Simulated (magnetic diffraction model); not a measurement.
## YbIn2B2: what an assumed order does to the neutron pattern

Space group I4/mmm (no. 139), a = 4.1820 Å, c = 10.8550 Å.

```csv
site,atom,x,y,z
2a,Yb,0,0,0
4d,In,1/2,0,1/4
4e,B,0,0,0.3929
```

This is a made-up structure (elements placed in a structure type, unrelaxed), so the numbers test the method and describe no known phase.

Only Yb is taken to order (form factors of Yb3+); orders and moment sizes are assumed, and not adapted to the symmetry. Radiation: neutrons of λ = 4.2 Å (absorption by B left out), 3° to 80°; isotropic B of 0.45 Å² (Yb), 0.69 Å² (In) and 1.11 Å² (B). The intensities are simulated: I ∝ L Σ (|F_N|² + |F_M⊥|²) for unpolarised neutrons, with F_M = 2.695 fm/μB × Σ f(s) S exp(2πi Q·r) exp(−B s²) at Q = H ± k (one set where k and −k are equivalent), only the part normal to Q counting and L = 1/(sin²θ cos θ). For collinear order S is the moment m, which repeats by lattice and centring translations R with the sign exp(−2πi k·R). Form factors are spin-only for 3d ions and dipole or tabulated for f ions, scattering lengths are Sears's of 1992, and absorption is left out. A label names one of the reflections at its angle. The strongest nuclear line in the range is 100, and lines under 0.2 are left out.

Assume the order k = (1/2 1/2 1), collinear moments along [001], 2.8 μB on Yb.

Q: Where does magnetic intensity appear, and how strong is it?

| 2θ (°) | index | nuclear | magnetic |
| --- | --- | --- | --- |
| 41.60 | (1/2 -1/2 0) | 0.0 | 143.2 |
| 45.53 | (0 0 2) | 100.0 | 0.0 |
| 47.70 | (1/2 1/2 1) | 0.0 | 171.3 |
| 63.36 | (1/2 -1/2 2) | 0.0 | 61.8 |
| 65.11 | (1 0 1) | 90.4 | 0.0 |

The strongest magnetic line in the range is (1/2 1/2 1) at 47.70° (171.3). On top of the Lorentz factor, which all lines share, magnetic lines fade with angle because f falls: for Yb3+ it is 0.97, 0.88, 0.76 and 0.51 at sin θ/λ = 0.1, 0.2, 0.3 and 0.5 Å⁻¹, while nuclear lengths stay constant. The order has no net moment.

[Logs are printed without paths, hosts, clocks, repeated set-up lines and the standing remarks that a program may print on its own settings, such as how far it seeks lower states.]
